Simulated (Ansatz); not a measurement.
# SiTe2 (model cell, started as rutile): relaxing the cell for a phonon run, part 2 of 2

Aim: bring SiTe2 (model cell, started as rutile) to small forces and stress, as phonons need.

Ansatz 0.2.0; DFT r2SCAN, scalar-relativistic, plane waves, PAW.

So far. Step 2 (A coarse first look): The coarse mesh shows no gap and a pressure of 11.7 GPa.

The structure was built from a prototype and need not be the compound's stable phase.

**4. Bringing the structure to rest (continued)**

Electrostatic potential energy in the ab plane at fractional z = 0.000, with atoms of Si and Te within 0.2 Å of it. With pseudopotentials it is smooth inside the atoms' cores, unlike the true potential.

Ten even steps from '0' (-32 eV) to '9' (41 eV), each cell a mean:
```
003556666666555410
024556666655555431
445556666554334544
555555665533553455
555556665437995355
666666655437995355
666666555534773456
666655555543333556
666555555555445566
665543345555555666
655335434555566666
654379943555666666
554389953556665666
554358734556655555
555433335566655555
234544455666655543
003555556666655420
002555666666655400
```
Columns run along a (6.5 Å; values clipped at the 3rd and 97th percentile), rows up along b (6.5 Å). Atoms in or near the plane, at fractional coordinates: Si at (0.00, 0.00), Te at (0.30, 0.30), Te at (0.70, 0.70).

Valence density in the ab plane at fractional z = 0.000, with atoms of Si and Te within 0.2 Å of it. It is the smooth field of the valence electrons, not physical close to the nuclei.

Ten steps, logarithmic in the rise over the least value, from '_' (0 e/Å³) to '@' (16 e/Å³), each cell a mean:
```
....::..__________________....::::..
::::::..____________....::::::::::::
::......__________..::--------::::::
....______________..--++##**==--::..
________________..::==##@@@@**--::..
________________..::==%%@@@@##--::__
__________________::--**%%##++--..__
__________________..::--====--::..__
______................::::::....____
____..::::----::....____....________
____..--++****--::..________________
__..::==##@@%%**--..________________
__..::++%%@@@@**--..________________
....::==**%%##++::..________________
..::::--==++==--::..__________......
::::::::::::::....____________..::::
..::::::......______________....::..
__..::....__________________..::::..
```
Columns run along a (6.5 Å), rows up along b (6.5 Å). Atoms in or near the plane, at fractional coordinates: Si at (0.00, 0.00), Te at (0.30, 0.30), Te at (0.70, 0.70).

In this step the volume went from 27.93 to 28.16 Å³/atom.

**5. Tight relaxation**

Phonons need a cell at rest on their own settings, so the relaxation is repeated with tight tolerances on forces and stress, using the mesh and the filling of the phonon run that follows.

File input.yaml:

```yaml
crystal:
  lattice:
    - [6.4742464276, 0.0, 0.0]
    - [0.0, 6.4742464276, 0.0]
    - [0.0, 0.0, 4.0313817605]
  atoms:
    - { symbol: Si, position: [0.0, 0.0, 0.0] }
    - { symbol: Si, position: [0.5, 0.5, 0.5] }
    - { symbol: Te, position: [0.3022545974, 0.3022545974, 0.0] }
    - { symbol: Te, position: [0.6977454026, 0.6977454026, 0.0] }
    - { symbol: Te, position: [0.8022545974, 0.1977454026, 0.5] }
    - { symbol: Te, position: [0.1977454026, 0.8022545974, 0.5] }
kpoints:
  mp_grid: { grid: [6, 6, 12] }
hamiltonian:
  xc: r2scan
scf:
  occupations: { method: methfessel_paxton, width: 0.2 }
output:
  forces: true
  stress: true
  eigenvalues: true
relax:
  adjacent_minimum: "off"
  f_tol: 0.001
  max_steps: 60
  cell: { stress_tol: 0.01 }
```

The run is started by

```bash
$ ansatz run input.yaml --threads 8 --pin off --max-ram 14336MiB --backend cpu --events-out ev --progress --plain --runs-dir out
```

Numbers of over 12 decimals in the logs are rounded to 6 here.

The program printed:

```text
[...]
Crystal: 6 atoms, lattice volume = 168.979 Å³
Basis set: ecut = 500 eV, 4291 PW (Γ), exchange–correlation on 192×192×120 points (64 copies of the dense FFT grid, shifted against one another)
Bands: 44, of which v1, the nominal top of the filled ones, is band 36 counted from 1 (35 counted from 0)
Symmetry: 16 space group operations
[...]
k-points: 70 of 432
[...]
cell:  # Å, volume = 169.0688 Å³
    - [6.483618, 0, 0.0]
    - [0, 6.483618, 0.0]
    - [0.0, 0.0, 4.021875]
  atoms:
    - { symbol: Si, position: [0, 0, 0.0] }
    - { symbol: Si, position: [0.500000, 0.500000, 0.500000] }
    - { symbol: Te, position: [0.302007, 0.302007, 0.0] }
    - { symbol: Te, position: [0.697993, 0.697993, 0.0] }
    - { symbol: Te, position: [0.802007, 0.197993, 0.500000] }
    - { symbol: Te, position: [0.197993, 0.802007, 0.500000] }
[key lines of the parts left out:]
SCF converged after 6 iterations
Free energy (F): -29255.803156 eV
Fermi energy:    8.344207 eV
P = ⅓ Tr σ = -0.0007 GPa (-0.007 kbar)
```

The job ended after 68 s (8 threads of Arm Neoverse N1, shared host; peak memory 1.3 GiB; 8.9 min of CPU time).

Step by step:

| step | energy less that of the first step (eV) | largest force component (eV/Å) | pressure (GPa) | volume (Å³) |
| --- | --- | --- | --- | --- |
| 1 | 0.0000 | 0.0085 | 0.02 | 168.98 |
| 2 | -0.0001 | 0.0169 | -0.02 | 169.05 |
| 3 | -0.0002 | 0.0039 | 0.00 | 169.04 |
| 4 | -0.0002 | 0.0002 | 0.00 | 169.07 |
| 5* | -0.0002 | 0.0002 | 0.00 | 169.07 |

Relaxation steps marked * repeat the geometry before them on a plane-wave basis chosen anew for their cell, so energy and pressure can jump there.

The run keeps the 16 symmetry operations that it works with, so distortions that break them were not tested.

```
conventional cell, symmetrised  before  after  change
                         a (Å)   6.474  6.484  +0.1 %
                         b (Å)   6.474  6.484  +0.1 %
                         c (Å)   4.031  4.022  -0.2 %
              volume (Å³/atom)   28.16  28.18  +0.1 %
```

Final coordinates:

```xyz
6
Lattice="6.4836 0.0000 0.0000 0.0000 6.4836 0.0000 0.0000 0.0000 4.0219" Properties=species:S:1:pos:R:3 pbc="T T T"
Si    0.0000    0.0000    0.0000
Si    3.2418    3.2418    2.0109
Te    1.9581    1.9581    0.0000
Te    4.5255    4.5255    0.0000
Te    5.1999    1.2837    2.0109
Te    1.2837    5.1999    2.0109
```

This step gave:

```yaml
pressure: -6.66e-4 GPa
volume_per_atom: 28.18 Å³
```

The largest force component left is 0.16 meV/Å and the pressure is -0.001 GPa, within the tolerances set. The cell now holds 28.18 Å³/atom.

**6. Outcome**

```json
{
 "space group after relaxation (within 0.01 Å)": "P4_2/mnm",
 "lattice constant a": "6.484 Å",
 "lattice constant b": "6.484 Å",
 "lattice constant c": "4.022 Å",
 "volume per atom": "28.2 Å³"
}
```

What this shows: The largest force component left is 0.16 meV/Å and the pressure is -0.001 GPa, within the tolerances set. The cell now holds 28.18 Å³/atom. The relaxation keeps the symmetry of its start, so it says nothing on stability against lower symmetry. Spin-orbit coupling is left out, which can matter for the heavy elements here. The starting cell was built on a prototype and not taken from a measurement, so the phase need not exist.

[Logs are printed without paths, hosts, clocks, repeated set-up lines and the standing remarks that a program may print on its own settings, such as how far it seeks lower states.]

[Hosts, paths, dates, database ids (printed as entryN), source tags and the programs' standing remarks are cut or masked in the printed files.]
